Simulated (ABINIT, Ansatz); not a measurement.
# LiBH4 (F-43m): Raman and infrared activity, part 2 of 3

Wanted: vibrational spectra of LiBH4 (F-43m) from linear and non-linear response.

ABINIT 10.8.3; DFT LDA, scalar-relativistic, plane waves, PseudoDojo norm-conserving pseudopotentials.

So far. Step 3 (Self-consistent run for the response): The cell stands at -0.24 GPa: the relaxation ran with a smoothed and higher cutoff and on another k mesh. The relaxed cell has a = 5.536 Å (conventional setting).

**5. Linear response at Γ**

The derivative of the wavefunctions by k comes first, since the response to a field is built on it; then the field and the displacements that symmetry doesn't supply are solved at q = 0. By the 2n+1 theorem the first-order wavefunctions also give third derivatives: Raman tensors and the non-linear susceptibility.

It reads the wavefunctions written in step 3.

dfpt_gamma.abi reads:

```
ndtset 3

# common to the responses
getwfk_filepath "gso_WFK"
kptopt 2
nqpt 1
qpt 0.0 0.0 0.0
asr 0
chneut 0

# d/dk
rfelfd1 2
rfdir1 1 1 1
iscf1 -3
tolwfr1 1.0d-20

# displacements, field
rfphon2 1
rfatpol2 1 6
rfdir2 1 1 1
rfelfd2 3
getddk2 1
tolvrs2 1.0d-10
prepanl2 1
prtden2 1

# third order
optdriver3 5
getden_filepath3 "gso_DEN"
get1den3 2
get1wf3 2
getddk3 1
d3e_pert1_elfd3 1
d3e_pert1_phon3 1
d3e_pert1_atpol3 1 6
d3e_pert1_dir3 1 1 1
d3e_pert2_elfd3 1
d3e_pert2_dir3 1 1 1
d3e_pert3_elfd3 1
d3e_pert3_dir3 1 1 1
usepead3 1
tolvrs3 1.0d-10

# basis, mesh and filling
ecut 34.0
ngkpt 6 6 6
nshiftk 4
shiftk 
    0.5 0.5 0.5
    0.5 0.0 0.0
    0.0 0.5 0.0
    0.0 0.0 0.5
istwfk *1
occopt 1
nband 5
nstep 100
diemac 9.0
prtebands 0
prtgsr 0

# cell and atoms
acell 3*1.0 Angstrom
rprim 
    -2.767900724 0.0 2.767900724
    0.0 2.767900724 2.767900724
    -2.767900724 2.767900724 0.0
ntypat 3
znucl 3 5 1
natom 6
typat 1 2 3 3 3 3
xred 
    0.0 0.0 0.0
    0.5 0.5 0.5
    0.3731062976 0.3731062976 0.8806811073
    0.8806811073 0.3731062976 0.3731062976
    0.3731062976 0.8806811073 0.3731062976
    0.3731062976 0.3731062976 0.3731062976
pp_dirpath "./pseudo"
pseudos "Li.upf, B.upf, H.upf"
```

Launch:

```
OMP_NUM_THREADS=1 mpirun -n 4 abinit dfpt_gamma.abi > dfpt_gamma.log
```

Numbers of over 12 decimals in the logs are rounded to 6 here.

dfpt_gamma.abo, the main output file:

```text
[banners, grids, parts of the stress and lines that vanish by symmetry left out]
- input  file    -> dfpt_gamma.abi
- output file    -> dfpt_gamma.abo
- root for input  files -> dfpt_gammai
[...]
DATASET    1 : space group F-4 3 m (#216); Bravais cF (face-center cubic)
[...]
nfft =       64000          nkpt =         432
[...]
DATASET    2 : space group F-4 3 m (#216); Bravais cF (face-center cubic)
[...]
nfft =       64000          nkpt =         432
[...]
DATASET    3 : space group F-4 3 m (#216); Bravais cF (face-center cubic)
[...]
mpw =        2725          nfft =       64000          nkpt =         432
[...]
== DATASET  1 ==================================================================
[...]
cutoff_energies: {ecut:  34.0, pawecutdg:  -1.0, }
[...]
-  1.00000   1.00000  180309                  znucl, zion, pspdat
[...]
Perturbation : derivative vs k along direction   1
[...]
-ETOT  1  -11.080680738780     -1.108E+01 5.259E-02 0.000E+00
 ETOT  2  -11.093746898206     -1.307E-02 1.517E-04 0.000E+00
 ETOT  3  -11.093773570647     -2.667E-05 2.934E-07 0.000E+00
 ETOT  4  -11.093773649075     -7.843E-08 1.187E-09 0.000E+00
 ETOT  5  -11.093773649330     -2.545E-10 3.352E-12 0.000E+00
[...]
At SCF step    9   max residual=  9.96E-21 < tolwfr=  1.00E-20 =>converged.
[...]
Perturbation : derivative vs k along direction   2
[...]
-ETOT  1  -11.080680738623     -1.108E+01 5.259E-02 0.000E+00
[...]
At SCF step    9   max residual=  9.96E-21 < tolwfr=  1.00E-20 =>converged.
[...]
Perturbation : derivative vs k along direction   3
[...]
-ETOT  1  -11.080680738465     -1.108E+01 5.259E-02 0.000E+00
[...]
At SCF step    9   max residual=  9.96E-21 < tolwfr=  1.00E-20 =>converged.
[...]
1        1       1.5145608589   -0.0000000000
     1        2      -0.7572804294    0.0000000000
     1        3      -0.7572804295    0.0000000000
     2        1      -0.7572804294    0.0000000000
     2        2       1.5145608589    0.0000000000
     2        3       0.7572804295    0.0000000000
     3        1      -0.7572804295    0.0000000000
     3        2       0.7572804295    0.0000000000
     3        3       1.5145608589   -0.0000000000
[...]
== DATASET  2 ==================================================================
[...]
cutoff_energies: {ecut:  34.0, pawecutdg:  -1.0, }
[...]
Perturbation : displacement of atom   1   along direction   1
[...]
-ETOT  1  0.409026     -1.857E+03 2.264E+01 1.304E+02
[...]
At SCF step    9       vres2   =  1.49E-11 < tolvrs=  1.00E-10 =>converged.
[...]
Perturbation : displacement of atom   2   along direction   1
[...]
-ETOT  1   19.692788622444     -3.655E+02 6.153E-01 7.348E+03
[...]
At SCF step    9       vres2   =  4.82E-11 < tolvrs=  1.00E-10 =>converged.
[...]
Perturbation : displacement of atom   3   along direction   1
[...]
-ETOT  1   1.604502     -5.736E+01 1.202E-01 8.097E+02
[...]
At SCF step    9       vres2   =  1.33E-11 < tolvrs=  1.00E-10 =>converged.
[...]
Perturbation : displacement of atom   3   along direction   3
[...]
-ETOT  1   9.373388     -5.933E+01 3.387E-01 3.872E+03
[...]
At SCF step   10       vres2   =  1.03E-11 < tolvrs=  1.00E-10 =>converged.
[...]
Perturbation : homogeneous electric field along direction   1
[...]
-ETOT  1  -53.681405515431     -5.368E+01 6.069E-01 9.439E+03
[...]
At SCF step   10       vres2   =  5.78E-12 < tolvrs=  1.00E-10 =>converged.
[...]
Perturbation : homogeneous electric field along direction   2
[...]
-ETOT  1  -53.681405515163     -5.368E+01 6.069E-01 9.439E+03
[...]
At SCF step   10       vres2   =  5.78E-12 < tolvrs=  1.00E-10 =>converged.
[...]
Perturbation : homogeneous electric field along direction   3
[...]
-ETOT  1  -53.681405514885     -5.368E+01 6.069E-01 9.439E+03
[...]
ETOT  9  -56.023468902627     -1.217E-11 3.242E-14 4.550E-10
 ETOT 10  -56.023468902627      1.350E-13 1.221E-16 5.778E-12
 At SCF step   10       vres2   =  5.78E-12 < tolvrs=  1.00E-10 =>converged.
[...]
Dielectric tensor, in cartesian coordinates,
[...]
1    8   1    8         3.2728956011        -0.0000000000
   1    8   2    8        -0.0000000000        -0.0000000000
   1    8   3    8         0.0000000000        -0.0000000000
   2    8   1    8        -0.0000000000        -0.0000000000
   2    8   2    8         3.2728956011        -0.0000000000
   2    8   3    8        -0.0000000000        -0.0000000000
   3    8   1    8         0.0000000000        -0.0000000000
   3    8   2    8        -0.0000000000        -0.0000000000
   3    8   3    8         3.2728956011        -0.0000000000
  Effective charges, in cartesian coordinates,
[...]
1    1   1    8         1.1817521789         0.0000000000
   2    1   1    8        -0.0000000000         0.0000000000
   3    1   1    8         0.0000000000         0.0000000000
   1    2   1    8        -0.2089592483         0.0000000000
   2    2   1    8        -0.0000000000         0.0000000000
[...]
Effective charges, in cartesian coordinates,
[...]
2    8   1    6         0.0978270519         0.0000000000
   3    8   1    6         0.0978270519         0.0000000000
   1    8   2    6         0.0978270519         0.0000000000
   2    8   2    6        -0.2430633081         0.0000000000
   3    8   2    6        -0.0978270519         0.0000000000
   1    8   3    6         0.0978270519         0.0000000000
   2    8   3    6        -0.0978270519         0.0000000000
   3    8   3    6        -0.2430633081         0.0000000000
  Phonon wavevector (reduced coordinates) :  0.00000  0.00000  0.00000
 Phonon energies in Hartree :
[...]
Phonon frequencies in cm-1    :
- -3.505377E+02 -3.505377E+02 -3.505377E+02 -1.957131E+01 -1.957131E+01
- -1.957131E+01  2.861182E-01  2.861187E-01  2.861200E-01  1.058791E+03
-  1.058791E+03  1.058791E+03  1.222296E+03  1.222296E+03  2.421440E+03
-  2.472852E+03  2.472852E+03  2.472852E+03
  Phonon at Gamma, with non-analyticity in the
[...]
Phonon energies in Hartree :
[...]
Phonon frequencies in cm-1    :
- -3.505377E+02 -3.505377E+02 -3.505377E+02 -1.957131E+01 -1.957131E+01
-  2.860713E-01  2.861182E-01  2.861187E-01  3.187772E+02  1.058791E+03
-  1.058791E+03  1.062694E+03  1.222296E+03  1.222296E+03  2.421440E+03
-  2.472852E+03  2.472852E+03  2.487471E+03
  Phonon at Gamma, with non-analyticity in the
[...]
Phonon energies in Hartree :
[...]
Phonon frequencies in cm-1    :
- -3.505377E+02 -3.505377E+02 -3.505377E+02 -1.957131E+01 -1.957131E+01
-  2.860699E-01  2.861182E-01  2.861200E-01  3.187772E+02  1.058791E+03
-  1.058791E+03  1.062694E+03  1.222296E+03  1.222296E+03  2.421440E+03
-  2.472852E+03  2.472852E+03  2.487471E+03
  Phonon at Gamma, with non-analyticity in the
[...]
Phonon energies in Hartree :
[...]
Phonon frequencies in cm-1    :
- -3.505377E+02 -3.505377E+02 -3.505377E+02 -1.957131E+01 -1.957131E+01
-  2.860694E-01  2.861187E-01  2.861200E-01  3.187772E+02  1.058791E+03
-  1.058791E+03  1.062694E+03  1.222296E+03  1.222296E+03  2.421440E+03
-  2.472852E+03  2.472852E+03  2.487471E+03
[...]
== DATASET  3 ==================================================================
[...]
cutoff_energies: {ecut:  34.0, pawecutdg:  -1.0, }
[...]
j1 : displacement of atom   1 along direction   1
[...]
j1 : displacement of atom   2 along direction   1
[...]
j1 : displacement of atom   3 along direction   1
[...]
j1 : displacement of atom   3 along direction   3
[...]
j1 : displacement of atom   3 along direction   3
[...]
j2 : displacement of atom   1 along direction   1
[...]
j2 : displacement of atom   2 along direction   1
[...]
j2 : displacement of atom   3 along direction   1
[...]
j2 : displacement of atom   3 along direction   3
[...]
j2 : displacement of atom   1 along direction   1
[...]
j2 : displacement of atom   2 along direction   1
[...]
j2 : displacement of atom   3 along direction   1
[...]
j2 : displacement of atom   3 along direction   3
[...]
j2 : displacement of atom   3 along direction   1
[...]
j2 : displacement of atom   3 along direction   3
[...]
j2 : displacement of atom   3 along direction   3
[...]
1          1        0.000000000       -0.000000000       -0.000000000
[...]
1          2       -0.000000000       -0.000000000        0.000145302
[...]
1          3       -0.000000000        0.000145302        0.000000000
[...]
2          1       -0.000000000        0.000000000        0.000000000
[...]
2          2       -0.000000000       -0.000000000       -0.057948357
[...]
2          3       -0.000000000       -0.057948357       -0.000000000
[...]
3          1       -0.039927416        0.017630642       -0.017630642
[...]
3          2        0.024166197       -0.017630642        0.014454724
[...]
3          3       -0.024166197        0.014454724       -0.017630642
[...]
4          1       -0.039927416       -0.017630642        0.017630642
[...]
4          2       -0.024166197       -0.017630642        0.014454724
[...]
4          3        0.024166197        0.014454724       -0.017630642
[...]
5          1        0.039927416        0.017630642        0.017630642
[...]
5          2        0.024166197        0.017630642        0.014454724
[...]
5          3        0.024166197        0.014454724        0.017630642
[...]
6          1        0.039927416       -0.017630642       -0.017630642
[...]
6          2       -0.024166197        0.017630642        0.014454724
[...]
6          3       -0.024166197        0.014454724        0.017630642
[...]
strten2     0.0000000000E+00  0.0000000000E+00  0.0000000000E+00
           strten3     0.0000000000E+00  0.0000000000E+00  0.0000000000E+00
================================================================================
```

Wall time 5 min (4 MPI ranks of Intel Xeon 6975P-C (Granite Rapids), shared host).

Read from the output:

* miss of the charge sum rule: 5.40e-4 e
* largest acoustic frequency at the zone centre before the sum rule: 0.29 cm⁻¹
* highest optical zone-centre mode (no LO-TO term): 2473 cm⁻¹
* lowest optical zone-centre mode: -350.5 cm⁻¹
* mean high-frequency dielectric constant: 3.273
* largest Born charge in size (third of the trace): 1.182 e

Born charge (rows field, columns displacement), before the sum rule (e), principal values of the symmetric part by kind of site:

```tsv
atom	atoms with these values	low	middle	high	mean
Li1	1	1.18	1.18	1.18	1.18
B2	1	-0.21	-0.21	-0.21	-0.21
H3	4	-0.44	-0.15	-0.15	-0.24
```

In full for Li1:

```
1.18 0.00 0.00
0.00 1.18 0.00
0.00 0.00 1.18
```

High-frequency dielectric tensor:

```
3.27 0.00 0.00
0.00 3.27 0.00
0.00 0.00 3.27
```

The acoustic modes at Γ come out as far as 0.3 cm⁻¹ from zero, where they should vanish, a small numerical error; the Born charges miss their sum rule by 5.4e-4 e, which is good. The lowest optical mode is imaginary, 351i cm⁻¹, an instability at this level and on this k mesh.

**6. Zone-centre analysis**

anaddb reads the merged derivatives, imposes the acoustic sum rule and charge neutrality, and adds the LO-TO term along chosen directions.

anaddb.abi reads:

```
ddb_filepath "gamma_DDB"
output_file "anaddb.abo"
outdata_prefix "anaddb"
asr 1
chneut 1
enunit 2
eivec 1
nph1l 1
qph1l 0.0 0.0 0.0 1.0
dieflag 2
nph2l 3
qph2l 
    1.0 0.0 0.0 0.0
    0.0 0.0 1.0 0.0
    1.0 1.0 1.0 0.0
nlflag 1
ramansr 1
alphon 1
prtmbm 1
```

mrgddb.in reads:

```
gamma_DDB
merged
3
dfpt_gammao_DS2_DDB
dfpt_gammao_DS3_DDB
gso_DDB
```

Launch:

```
mrgddb < mrgddb.in > mrgddb.log
OMP_NUM_THREADS=1 anaddb anaddb.abi > anaddb.log
```

anaddb.abo, the main output file:

```text
[banners, grids, parts of the stress and lines that vanish by symmetry left out]
-outvars_anaddb: echo values of input variables ----------------------

 Flags :
[...]
Dielectric Tensor and Effective Charges
[...]
Effective charge tensors after
[...]
1          1        0.000000000       -0.000000000       -0.000000000
[...]
1          2       -0.000000000       -0.000000000        0.000142662
[...]
1          3        0.000000000        0.000142662        0.000000000
[...]
2          1       -0.000000000        0.000000000        0.000000000
[...]
2          2       -0.000000000        0.000000000       -0.057950997
[...]
2          3        0.000000000       -0.057950997       -0.000000000
[...]
3          1       -0.039927416        0.017630642       -0.017630642
[...]
3          2        0.024166197       -0.017630642        0.014452084
[...]
3          3       -0.024166197        0.014452084       -0.017630642
[...]
4          1       -0.039927416       -0.017630642        0.017630642
[...]
4          2       -0.024166197       -0.017630642        0.014452084
[...]
4          3        0.024166197        0.014452084       -0.017630642
[...]
5          1        0.039927416        0.017630642        0.017630642
[...]
5          2        0.024166197        0.017630642        0.014452084
[...]
5          3        0.024166197        0.014452084        0.017630642
[...]
6          1        0.039927416       -0.017630642       -0.017630642
[...]
6          2       -0.024166197        0.017630642        0.014452084
[...]
6          3       -0.024166197        0.014452084        0.017630642
[...]
Phonon wavevector (reduced coordinates) :  0.00000  0.00000  0.00000
 Phonon energies in Hartree :
[...]
Phonon energies in meV     :
- -4.346116E+01 -4.346116E+01 -4.346116E+01 -2.426828E+00 -2.426828E+00
- -2.426828E+00  0.000000E+00  0.000000E+00  0.000000E+00  1.312733E+02
-  1.312733E+02  1.312733E+02  1.515454E+02  1.515454E+02  3.002203E+02
-  3.065946E+02  3.065946E+02  3.065946E+02
 Phonon frequencies in cm-1    :
- -3.505379E+02 -3.505379E+02 -3.505379E+02 -1.957368E+01 -1.957368E+01
- -1.957368E+01  0.000000E+00  0.000000E+00  0.000000E+00  1.058791E+03
-  1.058791E+03  1.058791E+03  1.222296E+03  1.222296E+03  2.421440E+03
-  2.472852E+03  2.472852E+03  2.472852E+03
 Phonon frequencies in Thz     :
- -1.050886E+01 -1.050886E+01 -1.050886E+01 -5.868043E-01 -5.868043E-01
- -5.868043E-01  0.000000E+00  0.000000E+00  0.000000E+00  3.174174E+01
-  3.174174E+01  3.174174E+01  3.664351E+01  3.664351E+01  7.259294E+01
-  7.413424E+01  7.413424E+01  7.413424E+01
 Phonon energies in Kelvin  :
- -5.043458E+02 -5.043458E+02 -5.043458E+02 -2.816216E+01 -2.816216E+01
- -2.816216E+01  0.000000E+00  0.000000E+00  0.000000E+00  1.523363E+03
-  1.523363E+03  1.523363E+03  1.758611E+03  1.758611E+03  3.483912E+03
-  3.557882E+03  3.557882E+03  3.557882E+03
[...]
-  1  0.00000000E+00  0.00000000E+00  0.00000000E+00
-     0.00000000E+00  0.00000000E+00  0.00000000E+00
-  2  0.00000000E+00  0.00000000E+00  0.00000000E+00
-     0.00000000E+00  0.00000000E+00  0.00000000E+00
-  3  1.33276966E-06 -8.24597368E-03 -8.24730645E-03
-     0.00000000E+00  0.00000000E+00  0.00000000E+00
-  4 -1.33276966E-06  8.25036610E-03  8.24903333E-03
-     0.00000000E+00  0.00000000E+00  0.00000000E+00
-  5  3.05964962E-06  8.24597368E-03 -8.24903333E-03
-     0.00000000E+00  0.00000000E+00  0.00000000E+00
-  6 -3.05964961E-06 -8.25036610E-03  8.24730645E-03
-     0.00000000E+00  0.00000000E+00  0.00000000E+00
[...]
-  1  0.00000000E+00  0.00000000E+00  0.00000000E+00
-     0.00000000E+00  0.00000000E+00  0.00000000E+00
-  2  0.00000000E+00  0.00000000E+00  0.00000000E+00
-     0.00000000E+00  0.00000000E+00  0.00000000E+00
-  3  8.25027705E-03  1.24426025E-06 -8.24903279E-03
-     0.00000000E+00  0.00000000E+00  0.00000000E+00
-  4 -8.25027705E-03  2.97001809E-06 -8.24730703E-03
-     0.00000000E+00  0.00000000E+00  0.00000000E+00
-  5 -8.24606277E-03 -1.24426027E-06  8.24730703E-03
[...]
-  6  8.24606277E-03 -2.97001810E-06  8.24903279E-03
[...]
-  1  0.00000000E+00  0.00000000E+00  0.00000000E+00
[...]
-  2  0.00000000E+00  0.00000000E+00  0.00000000E+00
[...]
-  4  6.58958229E-03  6.58904878E-03 -6.05245130E-03
-     0.00000000E+00  0.00000000E+00  0.00000000E+00
-  5 -6.53295674E-03 -6.53349024E-03 -5.99396098E-03
-     0.00000000E+00  0.00000000E+00  0.00000000E+00
-  6  6.55383144E-03 -6.55622972E-03 -6.01670046E-03
-     0.00000000E+00  0.00000000E+00  0.00000000E+00
[...]
-  1  0.00000000E+00 -1.97814986E-05  0.00000000E+00
-     0.00000000E+00  0.00000000E+00  0.00000000E+00
-  2 -5.09805320E-06  2.25893996E-03  6.14538740E-06
-     0.00000000E+00  0.00000000E+00  0.00000000E+00
-  3  6.55700634E-03 -6.02015785E-03  6.55968445E-03
-     0.00000000E+00  0.00000000E+00  0.00000000E+00
[...]
Phonon at Gamma, with non-analyticity in the
[...]
Phonon energies in Hartree :
[...]
Phonon energies in meV     :
- -4.346116E+01 -4.346116E+01 -4.346116E+01 -2.426828E+00 -2.426828E+00
-  0.000000E+00  0.000000E+00  0.000000E+00  3.952562E+01  1.312733E+02
-  1.312733E+02  1.317580E+02  1.515454E+02  1.515454E+02  3.002203E+02
[...]
Phonon frequencies in cm-1    :
- -3.505379E+02 -3.505379E+02 -3.505379E+02 -1.957368E+01 -1.957368E+01
[...]
Phonon frequencies in Thz     :
[...]
Phonon energies in Kelvin  :
[...]
Phonon at Gamma, with non-analyticity in the
[...]
Phonon energies in Hartree :
[...]
Phonon energies in meV     :
[...]
Phonon frequencies in cm-1    :
[...]
Phonon frequencies in Thz     :
[...]
Phonon energies in Kelvin  :
[...]
Phonon at Gamma, with non-analyticity in the
[...]
Phonon energies in Hartree :
[...]
Phonon energies in meV     :
[...]
Phonon frequencies in cm-1    :
[...]
Phonon frequencies in Thz     :
[...]
Phonon energies in Kelvin  :
[...]
-  0.000000E+00  0.000000E+00  0.000000E+00  4.586758E+02  1.523363E+03
-  1.523363E+03  1.528988E+03  1.758611E+03  1.758611E+03  3.483912E+03
[...]
-  5 -4.25300431E-04  3.08029778E-04  1.17270653E-04
[...]
-  6  9.94712376E-03 -1.00643944E-02 -1.02551535E-02
[...]
-        -0.005178790      -0.000000000       0.018781695
-        -0.013602905       0.018781695       0.000000000
[...]
Spherical averages : G0=     0.000000000    G1=     0.000000000    G2=     0.001093131

-
```

It took 1.4 s on 1 thread.

Numbers from this step:

```yaml
highest_mode_moved_by_the_lo_to_term: 2487 cm⁻¹
```

No LO-TO term; unit eigenvectors of the mass-weighted matrix, from anaddb's displacements. The modes at Γ (shares of kinetic energy by element, %) (negative means imaginary):

```tsv
mode	frequency (cm⁻¹)	symmetry	Li %	B %	H %
1	-350.5	T1	0	0	100
2	-350.5	T1	0	0	100
3	-350.5	T1	0	0	100
4	-19.6	T2	68	24	8
5	-19.6	T2	68	24	8
6	-19.6	T2	68	24	8
7	0.0	acoustic	32	50	19
8	0.0	acoustic	32	50	19
9	0.0	acoustic	32	50	19
10	1058.8	T2	0	16	84
11	1058.8	T2	0	16	84
12	1058.8	T2	0	16	84
13	1222.3	E	0	0	100
14	1222.3	E	0	0	100
15	2421.4	A1	0	0	100
16	2472.9	T2	0	10	90
17	2472.9	T2	0	10	90
18	2472.9	T2	0	10	90
```

Displacements in mode 1 (-350.5 cm⁻¹), the largest set to 1:
```
Li1  0.00  0.00  0.00
B2   0.00  0.00  0.00
H3   0.00 -1.00 -1.00
H4   0.00  1.00  1.00
H5   0.00  1.00 -1.00
H6   0.00 -1.00  1.00
```

Displacements in mode 18 (2472.9 cm⁻¹), the largest set to 1:
```
Li1  0.00  0.00  0.00
B2  -0.34  0.00  0.00
H3   0.91 -1.00  1.00
H4   0.91  1.00 -1.00
H5   0.92  1.00  1.00
H6   0.91 -0.99 -0.99
```

From anaddb's Raman susceptibilities, degenerate modes summed; imaginary modes left out; transverse modes, the longitudinal lines of polar modes are not listed. Lines of the Raman spectrum (strongest = 100):

```tsv
position (cm⁻¹)	lines merged	Raman activity (Å⁴/amu), powder, relative
1059	3	0.1
1222	2	4.5
2421	1	100
2473	3	49
```

Non-linear optical d (pm/V). Tensor:

```tsv
field along	xx	yy	zz	yz	xz	xy
x	0	0	0	-0.944	0	0
y	0	0	0	0	-0.944	0
z	0	0	0	0	0	-0.944
```

With imaginary modes the relaxed-ion tensors have no meaning and are not tabulated.

The rule moves no optical mode by more than 0.1 cm⁻¹.

(Part 2 of 3 ends here.)

[Host names and launcher messages were left out of these logs when they were recorded.]

[Logs are printed without paths, hosts, clocks, repeated set-up lines and the standing remarks that a program may print on its own settings, such as how far it seeks lower states.]

[Hosts, paths, dates, database ids (printed as entryN), source tags and the programs' standing remarks are cut or masked in the printed files.]
